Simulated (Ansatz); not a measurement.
# Mo wire along [111], 10 atoms a period: bands along the axis, part 2 of 2

Wanted: the relaxed geometry and the bands of the Mo wire along [111], 10 atoms a period.

Ansatz 0.2.0; DFT PBE, plane waves, PAW; relaxation of a wire's period; PAW set soft_1 (the session's first sound run).

So far: The structure; Relaxation of atoms and period.

### Step 2. Relaxation of atoms and period (continued)

The steps of the relaxation:

```csv
step,energy less that of the first step (eV),largest force component (eV/Å),pressure (GPa),volume (Å³)
1,0.0000,1.7844,-6.34,489.63
2,-1.0903,1.1986,2.22,472.53
3,-1.2489,0.4190,-0.42,476.33
4,-1.2879,0.1356,-0.34,475.62
5,-1.2960,0.0498,-0.04,475.30
6,-1.2970,0.0303,-0.01,475.32
7,-1.2976,0.0129,-0.01,475.43
8*,-1.2965,0.0129,-0.01,475.43
```

Relaxation steps marked * repeat the geometry before them on a plane-wave basis chosen anew for their cell, so energy and pressure can jump there.

Forces are held to the 2 operations that the run works with; a distortion that breaks them can't arise in this run.

```csv
cell as run,before,after,change
c (Å),2.737,2.657,-2.9 %
```

The atoms that moved most (Å, along periodic axes as changes of fractional coordinates times the final cell, across vacuum about the mean position):

```csv
atom,dx,dy,dz,length
Mo3,0.137,0.081,0.112,0.195
Mo6,-0.137,-0.081,-0.112,0.195
Mo2,-0.015,-0.128,0.033,0.133
Mo8,0.015,0.128,-0.033,0.133
Mo10,-0.111,0.051,0.031,0.126
Mo7,0.111,-0.051,-0.031,0.126
Mo5,-0.021,0.040,-0.002,0.045
Mo4,0.021,-0.040,0.002,0.045
```

Numbers from this step:

| Quantity | Value |
| --- | --- |
| energy at zero smearing | -49546.5551 eV |
| cell length along the wire | 2.657 Å |

The cell's length comes to 2.657 Å with spin left out.

### Step 3. Bands of the perfect wire

This step: DFT PBE, plane waves, PAW; bands of a perfect wire; PAW set soft_1 (Ansatz 0.2.0).

At the relaxed period the bands are computed along the axis; those that cross an energy going forward count the channels that a perfect wire would open there.

Input file input.yaml:

```yaml
crystal:
  lattice:
    - [13.503, 0.0, 0.0]
    - [0.0, 13.25, 0.0]
    - [0.0, 0.0, 2.6573125938]
  atoms:
    - { symbol: Mo, position: [0.415877449, 0.450643545, 0.009074578] }
    - { symbol: Mo, position: [0.581661329, 0.733740656, 0.012264606] }
    - { symbol: Mo, position: [0.261947725, 0.360070244, 0.37554853] }
    - { symbol: Mo, position: [0.418833715, 0.643072018, 0.33415807] }
    - { symbol: Mo, position: [0.581193855, 0.356952358, 0.332508597] }
    - { symbol: Mo, position: [0.738079845, 0.639954132, 0.291118137] }
    - { symbol: Mo, position: [0.260044851, 0.544862249, 0.65495086] }
    - { symbol: Mo, position: [0.418366241, 0.26628372, 0.65440206] }
    - { symbol: Mo, position: [0.584150121, 0.549380831, 0.657592089] }
    - { symbol: Mo, position: [0.739982719, 0.455162127, 0.011715806] }
kpoints:
  mp_grid: { grid: [1, 1, 31] }
  band_path: { path: ["Γ", Z], npoints: 90 }
scf:
  occupations: { method: fermi_dirac, width: 0.05 }
hamiltonian:
  xc: pbe
  pseudopotentials: { kind: paw, azcp: { folder: soft_1 } }
output:
  dos: { e_range: [-5, 4] }
  write_potential: true
  write_density: true
  volumetric_format: npy
```

Started as:

```
$ ansatz run input.yaml --threads 4 --pin off --max-ram 16384MiB --backend cpu --events-out ev --progress --plain --runs-dir out
```

Numbers of over 12 decimals in the logs are rounded to 6 here.

Output:

```text
[...]
Crystal: 10 atoms, lattice volume = 475.432 Å³
Basis set: ecut = 420 eV, 9361 PW (Γ)
Bands: 84, of which v1, the nominal top of the filled ones, is band 70 counted from 1 (69 counted from 0)
Symmetry: 2 space group operations
[...]
k-points: 16 of 31
[...]
SCF iter   1: F=—  HF=-49556.073748 eV  |F-HF|=—  |Δ(HF+E_count)|=         —  Δρ=5.78e-2  dr2=5.91e1  ethr=3.10e-3  ⟨swp⟩=9.9  Hψ=6582  notcnv=0
[...]
SCF iter  11: F=-49546.607052 eV  HF=-49546.607052 eV  |F-HF|=4.26e-9  |Δ(HF+E_count)|=   6.45e-8  Δρ=1.48e-6  dr2=2.01e-8  ethr=7.14e-11  ⟨swp⟩=9.4  Hψ=3929  notcnv=0
SCF 1 converged in 11 iterations: F = -49546.607052 eV  dr2 = 2.01e-8
[...]
NSCF: frozen V_eff on 91 k-points
WARN: The output density's exchange-correlation potential varies sharply where the density is thin. Do not read a vacuum level from v_tot or v_xc, or from such a field of the output density. On a cell that repeats whose density bears no net charge and no dipole along the vacuum's axis use v_es (v_loc + v_h of the components); under efield.dipole_correction with no amplitude use v_es + v_field, which holds any externa [...]
SCF converged after 11 iterations
Free energy (F): -49546.607052 eV
[...]
Internal energy: -49546.500027 eV  (E = F + TS)
E sigma→0 (E₀):  -49546.553539 eV
Entropy (-TS):   -0.107025 eV (-10.702 meV/atom)
Fermi energy:    4.296786 eV
[...]
--- Band table (eV; the first three rows and the last of 16) ---
  k-point 0: bands = [... 66 lower, 3.5924, 3.7435, 3.9935, 4.0139, 4.6177, 4.8705, 4.9148, 4.9663, ... 10 higher]
  k-point 1: bands = [... 66 lower, 3.5708, 3.7471, 3.9793, 4.0022, 4.5870, 4.8161, 4.8903, 4.9141, ... 10 higher]
  k-point 2: bands = [... 66 lower, 3.5118, 3.7465, 3.9342, 3.9769, 4.5011, 4.5401, 4.7486, 4.8426, ... 10 higher]
  k-point 15: bands = [... 66 lower, 4.3496, 4.4961, 4.5852, 4.8028, 4.9829, 5.0897, 5.2871, 5.5676, ... 10 higher]
```

Wall time 55 s (4 threads of Arm Neoverse V2, shared host); peak memory 2.1 GiB.

Numbers from this step:

```yaml
energy_at_zero_smearing: -49546.5535 eV
band_gap: 0 eV
```

Electronic bands along the path, in eV, zero at the Fermi level:

```csv
point,band 67,band 68,band 69,band 70,band 71,band 72,band 73,band 74
Γ,-0.70,-0.55,-0.30,-0.28,0.32,0.57,0.62,0.67
halfway,-0.81,-0.64,-0.51,-0.43,-0.33,-0.26,0.06,0.08
Z,0.06,0.24,0.25,0.51,0.69,0.80,0.99,1.32
```

Between Γ and Z the bands cross the Fermi level 11 times, so a perfect wire would conduct at least 11 G₀, with spin left out.

### Step 4. Summary of results

```yaml
cell_length_pbe: 2.657 Å
ballistic_conductance_by_band_crossings_a_lower_bound_pbe: 11 G₀
```

Under PBE the cell's length is 2.66 Å, and the bands cross the Fermi level 11 times between Γ and Z, which gives a perfect wire at least 11 G₀ (opposite crossings within one step of the path cancel in such a count). No spin was allowed, though thin wires with open d shells can turn magnetic.

[Logs are printed without paths, hosts, clocks, repeated set-up lines and the standing remarks that a program may print on its own settings, such as how far it seeks lower states.]

[Hosts, paths, dates, database ids (printed as entryN), source tags and the programs' standing remarks are cut or masked in the printed files.]
